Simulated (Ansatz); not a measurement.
# What NaGeF3 (model cell, started as cubic perovskite with Ge in the octahedra) distorts into

Which phase does NaGeF3 (model cell, started as cubic perovskite with Ge in the octahedra) fall into along its unstable mode, and how much energy does it gain?

Program: Ansatz 0.2.0. Level of theory: DFT PBEsol, scalar-relativistic, plane waves, PAW; PAW set soft_1. Results are calculated unless marked as measured.

Most raw output is cut from this account.

The structure was built from a prototype and need not be the compound's stable phase.

**1. The structure**

It takes space group Pm-3m (No. 221, cubic). Conventional cell: a = 4.341 Å, b = 4.341 Å, c = 4.341 Å, α = 90.00°, β = 90.00°, γ = 90.00°. Nearest to Na lie 12 F at 3.07 Å. Nearest to Ge lie 6 F at 2.17 Å. F has 2 Ge at 2.17 Å nearest. Farther neighbours and most contacts between anions are not listed.

**2. The dispersion**

The cell comes from relaxations at this level that are not shown. Stability and thermal properties need the whole zone. Linear response on a 2×2×2 q mesh gives force constants as far as a supercell of that size would, and the tensors from the zone-centre run are typed in so that the long-range dipole term is interpolated apart.

File input.yaml:

```yaml
crystal:
  lattice:
    - [4.3407137908, 0.0, 0.0]
    - [0.0, 4.3407137908, 0.0]
    - [0.0, 0.0, 4.3407137908]
  atoms:
    - { symbol: Na, position: [0.0, 0.0, 0.0] }
    - { symbol: Ge, position: [0.5, 0.5, 0.5] }
    - { symbol: F, position: [0.5, 0.5, 0.0] }
    - { symbol: F, position: [0.5, 0.0, 0.5] }
    - { symbol: F, position: [0.0, 0.5, 0.5] }
kpoints:
  mp_grid: { grid: [12, 12, 12] }
hamiltonian:
  xc: pbesol
  pseudopotentials: { kind: paw, azcp: { folder: soft_1 }, xc_functional: pbe }
scf:
  occupations: { method: fixed }
output:
  eigenvalues: true
phonons:
  method: dfpt
  qmesh: [2, 2, 2]
  temperatures: { t_max: 1000, t_step: 50 }
  qpath:
    path:
      - [[0.0, 0.0, 0.0], [0.0, 0.5, 0.0], [0.5, 0.5, 0.0], [0.0, 0.0, 0.0], [0.5, 0.5, 0.5], [0.0, 0.5, 0.0]]
      - [[0.5, 0.5, 0.5], [0.5, 0.5, 0.0]]
    npoints: 10
  non_analytic_term:
    high_frequency_dielectric_tensor: [[3.6621, 0.0, 0.0], [0.0, 3.6621, 0.0], [0.0, 0.0, 3.6621]]
    born_effective_charges:
      - { species: Na, tensor: [[1.2203, 0.0, 0.0], [0.0, 1.2203, 0.0], [0.0, 0.0, 1.2203]] }
      - { species: Ge, tensor: [[3.677, 0.0, 0.0], [0.0, 3.677, 0.0], [0.0, 0.0, 3.677]] }
      - { species: F, tensor: [[-0.4161, 0.0, 0.0], [0.0, -0.4161, 0.0], [0.0, 0.0, -4.0652]] }
      - { species: F, tensor: [[-0.4161, 0.0, 0.0], [0.0, -4.0652, 0.0], [0.0, 0.0, -0.4161]] }
      - { species: F, tensor: [[-4.0652, 0.0, 0.0], [0.0, -0.4161, 0.0], [0.0, 0.0, -0.4161]] }
    source: "zone-centre run at this cell"
```

Run with:

```console
ansatz run input.yaml --threads 8 --pin off --max-ram 16384MiB --backend cpu --events-out ev --progress --plain --runs-dir out
```

Elapsed: 3.2 min, on 8 threads of Arm Neoverse V1, shared host; peak memory 1.9 GiB.

Numbers from this step:

```
gap on the k-mesh                                       : 1.303 eV
volume per atom                                         : 16.36 Å³
sum-rule residual before enforcement                    : 2.84e-4 eV/Å²
lowest frequency on the path                            : -237.6 cm⁻¹
point group                                             : m-3m
highest frequency on the path or at a solved wavevector : 418.4 cm⁻¹
highest optical mode at the zone centre (no LO-TO term) : 144.9 cm⁻¹
lowest optical zone-centre mode                         : -237.6 cm⁻¹
lowest mode on the q mesh (acoustic modes at Γ apart)   : -237.6 cm⁻¹
```

Frequencies (cm⁻¹) solved at each irreducible wavevector; negative means imaginary. Frequencies by wavevector, by row:

```csv
q in reciprocal lattice units,star,mode 1,mode 2,mode 3,mode 4,mode 13,mode 14,mode 15
0 0 0,1,-237.6,-237.6,-237.6,-112.7,144.9,144.9,144.9
0 0 -0.5,3,-225.9,-225.9,-108.1,-108.1,112.6,255,395.2
0 -0.5 -0.5,3,-213.6,-123.1,-116,-116,245.7,297.6,408.5
-0.5 -0.5 -0.5,1,-123.7,-123.7,-123.7,-111.3,297.2,297.2,418.4
```

Interpolated from a 2×2×2 q mesh, rough between the solved points, with the LO-TO term (at Γ the limit along the path; where Γ stands inside the path, tables give the limit on arrival). Phonon branches along the path, in cm⁻¹:

```csv
point,branch 1,branch 2,branch 3,branch 4,branch 12,branch 13,branch 14,branch 15
Γ,-238,-238,-167,-113,117,145,145,392
halfway,-232,-232,-117,-110,134,134,186,394
X,-226,-226,-108,-108,113,113,255,395
halfway,-220,-119,-98,-98,184,192,250,395
M,-214,-123,-116,-116,246,246,298,408
halfway,-226,-136,-104,-90,144,179,198,378
Γ,-238,-238,-167,-113,117,145,145,392
halfway,-127,-127,-97,-96,181,192,192,366
R,-124,-124,-124,-111,215,297,297,418
halfway,-117,-113,-111,-104,191,205,242,392
X,-226,-226,-108,-108,113,113,255,395
jump to R,-124,-124,-124,-111,215,297,297,418
halfway,-123,-117,-117,-99,234,234,297,407
M,-214,-123,-116,-116,246,246,298,408
```

Symmetry leaves 4 wavevectors to solve. The lowest mode among them, the acoustic zeros apart, lies at Γ and is imaginary, 237.6i cm⁻¹, so the energy falls along it.

**3. The mode frozen in, largest atomic shift 0 Å**

The mode followed lies at q = (0, 0, -0.5) with frequency 225.9i cm⁻¹ and is 2-fold degenerate, one of the unstable modes though not the softest. At small amplitude the distorted cell has space group no. 51 by a symmetry search on the positions. The undistorted cell that holds it gives the zero of energy on the same k mesh.

System of this step: NaGeF3 (model cell, started as cubic perovskite with Ge in the octahedra). The structure is cubic, space group Pm-3m (No. 221). The conventional cell has a = 4.341 Å, b = 4.341 Å, c = 4.341 Å, α = 90.00°, β = 90.00°, γ = 90.00°. Nearest to Na lie 12 F at 3.07 Å. Nearest to Ge lie 6 F at 2.17 Å. Nearest to F lie 2 Ge at 2.17 Å. Nearest to F lie 2 Ge at 2.17 Å. Farther neighbours and most contacts between anions are not listed.

File input.yaml:

```yaml
crystal:
  lattice:
    - [4.3407137908, 0.0, 0.0]
    - [0.0, 4.3407137908, 0.0]
    - [0.0, 0.0, 8.6814275816]
  atoms:
    - { symbol: Na, position: [0.0, 0.0, 0.0] }
    - { symbol: Na, position: [0.0, 0.0, 0.5] }
    - { symbol: Ge, position: [0.5, 0.5, 0.25] }
    - { symbol: Ge, position: [0.5, 0.5, 0.75] }
    - { symbol: F, position: [0.5, 0.5, 0.0] }
    - { symbol: F, position: [0.5, 0.5, 0.5] }
    - { symbol: F, position: [0.5, 0.0, 0.25] }
    - { symbol: F, position: [0.5, 0.0, 0.75] }
    - { symbol: F, position: [0.0, 0.5, 0.25] }
    - { symbol: F, position: [0.0, 0.5, 0.75] }
kpoints:
  mp_grid: { grid: [6, 6, 4] }
hamiltonian:
  xc: pbesol
  pseudopotentials: { kind: paw, azcp: { folder: soft_1 }, xc_functional: pbe }
scf:
  occupations: { method: gaussian, width: 0.02 }
output:
  forces: true
  stress: true
  eigenvalues: true
```

It took 3 s on 8 threads; peak memory 0.75 GiB; 22 s of CPU time.

Numbers from this step:

| Item | Value |
| --- | --- |
| pressure | 0.005956 GPa |
| energy from the undistorted cell | 0 meV/atom |

At this level the gap is 1.30 eV on the k-mesh of the self-consistent run, which can miss the band edges.

**4. The mode frozen in, largest atomic shift 0.22 Å**

The atoms are moved along the unstable eigenvector, the largest shift by 0.22 Å, with the cell fixed.

input.yaml, the sections that differ from step 3:

```yaml
crystal:
  lattice:
    - [4.3407137908, 0.0, 0.0]
    - [0.0, 4.3407137908, 0.0]
    - [0.0, 0.0, 8.6814275816]
  atoms:
    - { symbol: Na, position: [0.0, 0.0, 0.0] }
    - { symbol: Na, position: [0.0, 0.0, 0.5] }
    - { symbol: Ge, position: [0.5, 0.5054533634, 0.25] }
    - { symbol: Ge, position: [0.5, 0.4945466366, 0.75] }
    - { symbol: F, position: [0.5, 0.5, 0.0] }
    - { symbol: F, position: [0.5, 0.5, 0.5] }
    - { symbol: F, position: [0.5, -0.0506829085, 0.25] }
    - { symbol: F, position: [0.5, 0.0506829085, 0.75] }
    - { symbol: F, position: [0.0, 0.5154415961, 0.25] }
    - { symbol: F, position: [0.0, 0.4845584039, 0.75] }
# kpoints, hamiltonian, scf, output: as in step 3
```

Run time: 5 s. Hardware: 8 threads; peak memory 0.83 GiB; 36 s of CPU time.

Numbers from this step:

```yaml
pressure: 0.8483 GPa
gap_on_the_k_mesh: 1.479 eV
energy_from_the_undistorted_cell: -12.36 meV/atom
```

The energy, extrapolated to zero smearing, is -12.36 meV/atom against the undistorted cell.

The run ends at a pressure of 0.85 GPa, with forces up to 0.24 eV/Å.

**5. Energy along the mode, all amplitudes (two of the runs are shown above)**

An imaginary frequency means negative curvature, so the energy should fall and then rise again as anharmonic terms take over.

Numbers from this step:

```
depth at the lowest point sampled  : 12.36 meV/atom
largest atomic shift at that point : 0.22 Å
```

Energy from the parent against largest atomic shift:

```csv
largest atomic shift (Å),energy from the parent (meV/atom)
0.000,0
0.040,-0.647
0.080,-2.49
0.140,-6.78
0.220,-12.4
0.320,-8.89
0.450,48.0
```

Displacement at unit largest shift by atom:

```csv
atom,x (Å),y (Å),z (Å),size
Na1,0.00,0.00,0.00,0.00
Na2,0.00,0.00,0.00,0.00
Ge3,0.00,0.11,0.00,0.11
Ge4,0.00,-0.11,0.00,0.11
F5,0.00,0.00,0.00,0.00
F6,0.00,0.00,0.00,0.00
F7,0.00,-1.00,0.00,1.00
F8,0.00,1.00,0.00,1.00
F9,0.00,0.30,0.00,0.30
F10,0.00,-0.30,0.00,0.30
```

The lowest of the steps tried is at 0.22 Å, 12.4 meV/atom below the parent; the bottom of the well need not coincide with a step.

**6. Relaxing from the distorted cell**

Starting from the lowest point found, all atoms and the cell are let go, so that strain and other modes of the same symmetry can join in.

input.yaml: that of step 4 with these lines changed.

```diff
@@ -22,3 +22,3 @@
 scf:
-  occupations: { method: gaussian, width: 0.02 }
+  occupations: { method: fixed }
 output:
@@ -27 +27,6 @@
   eigenvalues: true
+relax:
+  adjacent_minimum: "off"
+  f_tol: 0.002
+  max_steps: 120
+  cell: { stress_tol: 0.03 }
```

Elapsed: 66 s, on 8 threads; peak memory 0.88 GiB.

The steps of the relaxation:

```csv
step,energy less that of the first step (eV),largest force component (eV/Å),pressure (GPa),volume (Å³)
1,0.0000,0.2361,0.85,163.57
2,-0.0892,0.3458,-0.50,166.58
3,-0.1468,0.6224,-1.50,167.44
4,-0.1459,0.5832,0.44,166.87
5,-0.1921,0.0951,-0.22,165.46
6,-0.1978,0.0575,0.10,164.93
7,-0.2030,0.0216,0.06,164.81
8,-0.2055,0.0213,-0.09,165.27
9,-0.2067,0.0081,0.05,164.88
10,-0.2065,0.0012,-0.01,165.05
11*,-0.2175,0.0052,0.11,165.05
12,-0.2180,0.0107,0.07,165.42
13,-0.2177,0.0142,-0.03,165.66
14,-0.2177,0.0037,0.00,165.65
15,-0.2178,0.0002,0.00,165.64
16*,-0.2188,0.0004,0.00,165.64
```

Relaxation steps marked * repeat the geometry before them on a plane-wave basis chosen anew for their cell, so energy and pressure can jump there. Relaxation step 4 was tried and not accepted.

Forces are held to the 8 operations that the run works with; a distortion that breaks them can't arise in this run.

```csv
cell as run,before,after,change
a (Å),4.341,4.218,-2.8 %
b (Å),4.341,4.580,+5.5 %
c (Å),8.681,8.573,-1.2 %
volume (Å³/atom),16.36,16.56,+1.3 %
```

The atoms that moved most (Å, as changes of fractional coordinates times the final cell):

```csv
atom,dx,dy,dz,length
F9,0.000,0.346,0.000,0.346
F10,0.000,-0.346,0.000,0.346
F8,0.000,0.183,0.000,0.183
F7,0.000,-0.183,0.000,0.183
Ge3,0.000,-0.033,0.000,0.033
Ge4,0.000,0.033,0.000,0.033
```

Numbers from this step:

- pressure: 0.003527 GPa
- gap on the k-mesh: 2.496 eV
- volume per atom: 16.56 Å³

The distorted start has space group Pmma; the relaxation ends in Pmma.

**7. The new phase in its own primitive cell**

The relaxed structure is symmetrised, reduced to its primitive cell and relaxed tightly, as its phonons need.

input.yaml, the sections that differ from step 6:

```yaml
crystal:
  lattice:
    - [8.5730063772, 0.0, 0.0]
    - [0.0, 4.2183082403, 0.0]
    - [0.0, 0.0, 4.5802319303]
  atoms:
    - { symbol: Na, position: [0.0, 0.0, 0.0] }
    - { symbol: Na, position: [0.5, 0.0, 0.0] }
    - { symbol: Ge, position: [0.25, 0.5, 0.4982703274] }
    - { symbol: Ge, position: [0.75, 0.5, 0.5017296726] }
    - { symbol: F, position: [0.0, 0.5, 0.5] }
    - { symbol: F, position: [0.5, 0.5, 0.5] }
    - { symbol: F, position: [0.25, 0.5, 0.9093613466] }
    - { symbol: F, position: [0.75, 0.5, 0.0906386534] }
    - { symbol: F, position: [0.25, 0.0, 0.5908931314] }
    - { symbol: F, position: [0.75, 0.0, 0.4091068686] }
kpoints:
  mp_grid: { grid: [4, 6, 6] }
relax:
  adjacent_minimum: "off"
  f_tol: 0.001
  max_steps: 60
  cell: { stress_tol: 0.01 }
# hamiltonian, scf, output: as in step 6
```

Run time: 21 s. Hardware: 8 threads; peak memory 0.87 GiB.

Little changed from the start: no atom moved by 0.005 Å and no cell edge by 0.1 %.

Numbers from this step:

| Item | Value |
| --- | --- |
| pressure | 3.37e-4 GPa |
| gap on the k-mesh | 2.495 eV |
| volume per atom | 16.57 Å³ |
| direct gap on mesh | 2.793 eV |

The largest force component left is 0.13 meV/Å and the pressure is 0.000 GPa, within the tolerances set. The cell now holds 16.57 Å³/atom.

**8. Summary of results**

| Item | Value |
| --- | --- |
| unstable mode of the parent | q = (0, 0, -0.5), 226i cm⁻¹ |
| depth at the lowest point sampled | 12.4 meV/atom |
| largest atomic shift at that point | 0.22 Å |
| space group reached (within 0.01 Å) | Pmma |
| energy gained over the parent (first relaxation, on the mesh of the frozen mode) | 34.2 meV/atom |
| volume per atom, phase reached | 16.6 Å³ |
| gap on the k-mesh, phase reached | 2.49 eV |

In words: Along this mode the structure falls into Pmma, 34.2 meV/atom below the parent. At the parent's cell the well is 12.36 meV/atom deep on the steps tried, with its lowest point at a shift of 0.22 Å. Relaxing atoms and cell changes the gain by +21.88 meV/atom against the lowest step (energies at zero smearing). Most of the total comes from this relaxation. The modes of the phase reached were not computed on this path. Of the 6 patterns followed to their end from this parent, this one ends 104 meV/atom above the lowest, R3m. Each path keeps the symmetry of its pattern, so a lower phase may lie along a pattern not tried. The q mesh stands for a supercell only 8.7 Å across, so branches between the solved wavevectors are rough. The PAW files were made for PBE and serve the other functionals too. The starting cell was built on a prototype and not taken from a measurement, so the phase need not exist.

[Logs are printed without paths, hosts, clocks, repeated set-up lines and the standing remarks that a program may print on its own settings, such as how far it seeks lower states.]

[Hosts, paths, dates, database ids (printed as entryN), source tags and the programs' standing remarks are cut or masked in the printed files.]
